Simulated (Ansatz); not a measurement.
# Li on Ta(110): change of the work function, part 3 of 3

Wanted: Δφ(θ) for Li/Ta(110), starting from the hollow site.

Ansatz 0.2.0; plane-wave DFT, PBE, Ansatz PAW.

So far, work function, upper face (eV): step 2 (the clean slab) 4.77; step 3 (17 atoms, coverage 0.25 ML, cell 2x2) 2.56.

### Step 4. Adsorbate added, k-mesh 12×12×1, coverage 1 ML

System of this step: Li/Ta(110). The cell holds 5 atoms: 4 Ta and 1 Li. Cell: a = 2.867 Å, b = 2.867 Å, c = 27.557 Å, α = 90.0°, β = 90.0°, γ = 70.5°. Vacuum lies along c.

Another coverage, to see how the dipoles act on each other as their distance changes.

Contents of input.yaml:

```yaml
crystal:
  lattice:
    - [2.3405234457, -1.655, 0.0]
    - [2.3405234457, 1.655, 0.0]
    - [0.0, 0.0, 27.5573286585]
  atoms:
    - { symbol: Ta, position: [0.0, 0.0, 0.3265918882] }
    - { symbol: Ta, position: [0.5, 0.5, 0.4115247739] }
    - { symbol: Ta, position: [0.0, 0.0, 0.4965446861] }
    - { symbol: Ta, position: [0.5, 0.5, 0.5781691423] }
    - { symbol: Li, position: [0.84, 0.84, 0.6734081118] }
kpoints:
  mp_grid: { grid: [12, 12, 1] }
hamiltonian:
  xc: pbe
scf:
  occupations: { method: fermi_dirac, width: 0.1 }
  convergence: { dr2_threshold: 1.0e-08 }
efield:
  axis: 3
  dipole_correction: true
  ramp_position: 0.97
  ramp_width: 0.06
relax:
  f_tol: 0.02
  max_steps: 60
  constraints: [{ sites: [0, 1] }]
output:
  write_potential: true
  write_density: true
  volumetric_format: npy
```

Run with:

```console
> ansatz run input.yaml --threads 4 --pin off --max-ram 6144MiB --backend cpu --events-out ev --progress --plain --runs-dir out
```

Numbers of over 12 decimals in the logs are rounded to 6 here.

The log of the run:

```text
[...]
Crystal: 5 atoms, lattice volume = 213.490 Å³
Basis set: ecut = 420 eV, 4179 PW (Γ), exchange–correlation on 40×40×384 points (8 copies of the dense FFT grid, shifted against one another)
Bands: 33, of which v1, the nominal top of the filled ones, is band 28 counted from 1 (27 counted from 0)
Symmetry: 2 space group operations
[...]
k-points: 43 of 144 (time reversal used)
[...]
SCF iter   1: F=—  HF=-39931.875355 eV  |F-HF|=—  |Δ(HF+E_count)|=         —  Δρ=4.72e-3  dr2=9.62e-1  ethr=1.77e-3  p=0.072 e·Å  D=6.08e-2 V/Å  ΔV_dip=-1.68 eV  dr2_dipole=4.80e-4  V_vac-E_F(+/−)=3.32/5.00 eV  ⟨swp⟩=9.6  Hψ=7445  notcnv=0
[...]
SCF iter  10: F=-39931.845840 eV  HF=-39931.845840 eV  |F-HF|=7.86e-10  |Δ(HF+E_count)|=   5.85e-9  Δρ=5.27e-7  dr2=1.15e-9  ethr=1.82e-11  p=0.052 e·Å  D=4.37e-2 V/Å  ΔV_dip=-1.21 eV  dr2_dipole=1.08e-12  V_vac-E_F(+/−)=3.60/4.81 eV  ⟨swp⟩=10.8  Hψ=10219  notcnv=0
SCF 1 converged in 10 iterations: F = -39931.845840 eV  dr2 = 1.15e-9
[...]
relax step   1: F+E_penalty+E_count = -39931.84583962 eV  Δ(F+E_penalty+E_count) = +0.000e0 eV  max|allowed force component| = 4.364e-1 eV/Å  Δτ_max = 0.0000 Å  (10 SCF iters, accepted)
[...]
SCF iter   1: F=—  HF=-39932.025320 eV  |F-HF|=—  |Δ(HF+E_count)|=         —  Δρ=1.00e-2  dr2=3.24e0  ethr=3.10e-3  p=0.052 e·Å  D=4.37e-2 V/Å  ΔV_dip=-1.20 eV  dr2_dipole=6.52e-1  V_vac-E_F(+/−)=3.63/4.83 eV  ⟨swp⟩=6.2  Hψ=4362  notcnv=0
[...]
SCF iter  11: F=-39931.882079 eV  HF=-39931.882079 eV  |F-HF|=7.28e-11  |Δ(HF+E_count)|=   7.42e-9  Δρ=3.78e-7  dr2=2.01e-9  ethr=1.82e-11  p=0.070 e·Å  D=5.93e-2 V/Å  ΔV_dip=-1.64 eV  dr2_dipole=3.33e-10  V_vac-E_F(+/−)=3.15/4.79 eV  ⟨swp⟩=11.0  Hψ=10382  notcnv=0
SCF 2 converged in 11 iterations: F = -39931.882079 eV  dr2 = 2.01e-9
relax step   2: F+E_penalty+E_count = -39931.88207948 eV  Δ(F+E_penalty+E_count) = -3.624e-2 eV  max|allowed force component| = 3.443e-1 eV/Å  Δτ_max = 0.1947 Å  (11 SCF iters, accepted)
[...]
SCF iter  10: F=-39931.906646 eV  HF=-39931.906646 eV  |F-HF|=5.01e-9  |Δ(HF+E_count)|=   4.89e-9  Δρ=5.29e-7  dr2=7.51e-9  ethr=1.82e-11  p=0.066 e·Å  D=5.60e-2 V/Å  ΔV_dip=-1.54 eV  dr2_dipole=1.59e-9  V_vac-E_F(+/−)=3.25/4.79 eV  ⟨swp⟩=9.4  Hψ=10401  notcnv=0
SCF 3 converged in 10 iterations: F = -39931.906646 eV  dr2 = 7.51e-9
relax step   3: F+E_penalty+E_count = -39931.90664551 eV  Δ(F+E_penalty+E_count) = -2.457e-2 eV  max|allowed force component| = 8.757e-2 eV/Å  Δτ_max = 0.1956 Å  (10 SCF iters, accepted)
[...]
relax step   4: F+E_penalty+E_count = -39931.91541131 eV  Δ(F+E_penalty+E_count) = -8.766e-3 eV  max|allowed force component| = 2.270e-2 eV/Å  Δτ_max = 0.1978 Å  (8 SCF iters, accepted)
[...]
relax step   5: F+E_penalty+E_count = -39931.91795141 eV  Δ(F+E_penalty+E_count) = -2.540e-3 eV  max|allowed force component| = 1.563e-2 eV/Å  Δτ_max = 0.1870 Å  (8 SCF iters, accepted)
SCF iter   1: F=—  HF=-39931.918141 eV  |F-HF|=—  |Δ(HF+E_count)|=         —  Δρ=4.09e-4  dr2=5.89e-3  ethr=4.92e-5  p=0.066 e·Å  D=5.56e-2 V/Å  ΔV_dip=-1.53 eV  dr2_dipole=2.50e-3  V_vac-E_F(+/−)=3.26/4.79 eV  ⟨swp⟩=3.0  Hψ=2887  notcnv=0
[...]
SCF iter   8: F=-39931.918156 eV  HF=-39931.918156 eV  |F-HF|=2.36e-9  |Δ(HF+E_count)|=   3.47e-9  Δρ=2.50e-7  dr2=1.77e-9  ethr=1.82e-11  p=0.065 e·Å  D=5.54e-2 V/Å  ΔV_dip=-1.53 eV  dr2_dipole=1.08e-9  V_vac-E_F(+/−)=3.27/4.79 eV  ⟨swp⟩=10.3  Hψ=9811  notcnv=0
SCF 6 converged in 8 iterations: F = -39931.918156 eV  dr2 = 1.77e-9
relax step   6: F+E_penalty+E_count = -39931.91815580 eV  Δ(F+E_penalty+E_count) = -2.044e-4 eV  max|allowed force component| = 5.779e-3 eV/Å  Δτ_max = 0.0611 Å  (8 SCF iters, accepted)
[...]
SCF converged after 8 iterations
Free energy (F): -39931.918156 eV
[...]
Internal energy: -39931.707279 eV  (E = F + TS)
E sigma→0 (E₀):  -39931.812717 eV
Entropy (-TS):   -0.210877 eV (-42.175 meV/atom)
Fermi energy:    4.253626 eV
Dipole field:    D = 0.055363 V/Å  (p = 0.065319 e·Å, saw-weighted, corrected)
Work function:   Φ+ = 3.2664 eV   Φ− = 4.7921 eV
[...]
--- Forces (eV/Å), atoms counted from 1 ---
  atom   1  Ta     0.00006068    -0.00000000     0.40400539
  atom   2  Ta    -0.00024901     0.00000000    -0.40662011
  atom   3  Ta    -0.00260774     0.00000000     0.00577898
  atom   4  Ta     0.00267210    -0.00000000    -0.00308968
  atom   5  Li     0.00012194     0.00000000    -0.00006678
  max |Σ_I F_I| component: 7.80e-6 eV/Å
--- Band table (eV; the first three rows and the last of 43) ---
  k-point 0: bands = [... 24 lower, 3.8596, 3.9546, 4.1893, 4.5458, 4.6567, 4.7998, 5.3091, 5.3094, ... 1 higher]
  k-point 1: bands = [... 24 lower, 3.7969, 3.9621, 4.2110, 4.3428, 4.5959, 4.8673, 5.0411, 5.3692, ... 1 higher]
  k-point 2: bands = [... 24 lower, 3.6089, 3.9007, 3.9390, 4.1855, 4.3204, 4.4845, 5.3389, 5.5729, ... 1 higher]
  k-point 42: bands = [... 24 lower, 3.3082, 4.3767, 4.9501, 5.8693, 6.3276, 6.4015, 6.5782, 7.2184, ... 1 higher]
--- Relaxed structure (6 steps of the walk, 6 accepted, 0 SCFs on fresh bases) ---
  F+E_penalty+E_count = -39931.91815580 eV   max|allowed force component| = 5.779e-3 eV/Å
  atoms:
    - { symbol: Ta, position: [0.0, 0.0, 0.326592] }
    - { symbol: Ta, position: [0.5, 0.5, 0.411525] }
    - { symbol: Ta, position: [-7.443043610172941e-5, -7.443043610172939e-5, 0.496527] }
    - { symbol: Ta, position: [0.499488, 0.499488, 0.579592] }
    - { symbol: Li, position: [0.998912, 0.998912, 0.666377] }
```

The job ended after 68 s (4 threads of Arm Neoverse N1, shared host; peak memory 0.61 GiB).

The steps of the relaxation:

| step | energy less that of the first step (eV) | largest force component (eV/Å) |
| --- | --- | --- |
| 1 | 0.0000 | 0.4364 |
| 2 | -0.0362 | 0.3443 |
| 3 | -0.0608 | 0.0876 |
| 4 | -0.0696 | 0.0227 |
| 5 | -0.0721 | 0.0156 |
| 6 | -0.0723 | 0.0058 |

Forces are held to the 2 operations that the run works with; a distortion that breaks them can't arise in this run.

The atoms that moved most (Å):

| atom | dx | dy | dz | length |
| --- | --- | --- | --- | --- |
| Li5 | 0.744 | 0.000 | -0.194 | 0.769 |
| Ta4 | -0.002 | 0.000 | 0.039 | 0.039 |

Final coordinates:

```xyz
5
Lattice="2.3405 -1.6550 0.0000 2.3405 1.6550 0.0000 0.0000 0.0000 27.5573" Properties=species:S:1:pos:R:3
Ta    0.0000    0.0000    9.0000
Ta    2.3405    0.0000   11.3405
Ta   -0.0003    0.0000   13.6829
Ta    2.3381    0.0000   15.9720
Li    4.6760    0.0000   18.3636
```

This step gave:

| Quantity | Value |
| --- | --- |
| energy at zero smearing | -39931.8127 eV |
| work function, upper face | 3.266 eV |
| work function, lower face | 4.792 eV |
| dipole along the normal | 0.06532 e·Å |
| step between the vacuum levels | -1.526 eV |

Running mean over 2.341 Å of the planar mean; the ramp of the sawtooth is left out. Electron's electrostatic potential energy less the Fermi level against z:

| z (Å) | electron's electrostatic potential energy less the Fermi level (eV) |
| --- | --- |
| 3.5 | 4.79 |
| 4.0 | 4.79 |
| 4.5 | 4.79 |
| 5.0 | 4.77 |
| 5.5 | 4.73 |
| 6.0 | 4.60 |
| 6.5 | 4.19 |
| 7.0 | 2.95 |
| 7.5 | -0.259 |
| 8.0 | -5.20 |
| 8.5 | -8.90 |
| 9.0 | -10.1 |
| 9.5 | -10.1 |
| 10.0 | -10.0 |
| 10.5 | -10.00 |
| 11.0 | -9.98 |
| 11.5 | -9.98 |
| 12.0 | -9.97 |
| 12.5 | -9.96 |
| 13.0 | -9.97 |
| 13.5 | -10.0 |
| 14.0 | -10.2 |
| 14.5 | -10.4 |
| 15.0 | -10.5 |
| 15.5 | -10.3 |
| 16.0 | -10.1 |
| 16.5 | -9.01 |
| 17.0 | -6.37 |
| 17.5 | -3.40 |
| 18.0 | -1.72 |
| 18.5 | -1.28 |
| 19.0 | -0.923 |
| 19.5 | 0.328 |
| 20.0 | 1.84 |
| 20.5 | 2.63 |
| 21.0 | 2.99 |
| 21.5 | 3.15 |
| 22.0 | 3.22 |
| 22.5 | 3.25 |
| 23.0 | 3.26 |
| 23.5 | 3.26 |
| 24.0 | 3.26 |

The relaxation took 6 steps and lowered the energy by 0.072 eV; the largest force on the free atoms ends at 0.0058 eV/Å.

The covered face has 3.27 eV, -1.50 eV against the clean one; the bare back face has moved by -0.03 eV, a measure of how thin the slab is.

### Step 5. Work function against coverage

This step: plane-wave DFT, PBE, Ansatz PAW; work function against coverage (Ansatz 0.2.0).

The runs are now put side by side.

This step gave:

- work function of the clean face: 4.767 eV
- largest change of the work function: -2.211 eV

Table of work function of the covered face by coverage:

| coverage (adsorbates/nm²) | work function of the covered face (eV) |
| --- | --- |
| 0.00 | 4.77 |
| 3.23 | 2.56 |
| 12.91 | 3.27 |

The dipole per adsorbate comes from the change of the cell's dipole. Coverage, by row:

| coverage (1/nm²) | coverage (ML) | work function (eV) | change (eV) | dipole per adsorbate, positive end outwards (debye) | mean height of the added atoms over the highest substrate atom (Å) |
| --- | --- | --- | --- | --- | --- |
| 3.227 | 0.25 | 2.556 | -2.211 | 1.795 | 2.373 |
| 12.91 | 1 | 3.266 | -1.5 | 0.303 | 2.392 |

### Step 6. Summary of results

```
work function of the clean face                        : 4.77 eV
work function at 0.25 ML                               : 2.56 eV
work function at 1 ML                                  : 3.27 eV
dipole per adsorbate at 0.25 ML, positive end outwards : 1.79 D
```

**Reading.** Li lowers the work function of Ta(110) at the lowest coverage, by 2.21 eV: the adsorbate layer has its positive end outwards. The slab has 4 layers, at the tabulated experimental lattice constant, one starting site was run, and quantum-size effects of a slab this thin can reach one or two tenths of an eV.

[Logs are printed without paths, hosts, clocks, repeated set-up lines and the standing remarks that a program may print on its own settings, such as how far it seeks lower states.]

[Hosts, paths, dates, database ids (printed as entryN), source tags and the programs' standing remarks are cut or masked in the printed files.]

[Maps of the electrostatic potential energy from Ansatz leave out the sawtooth potential of an applied field or a dipole correction, so their vacuum need not be flat; planar profiles and work functions include it.]
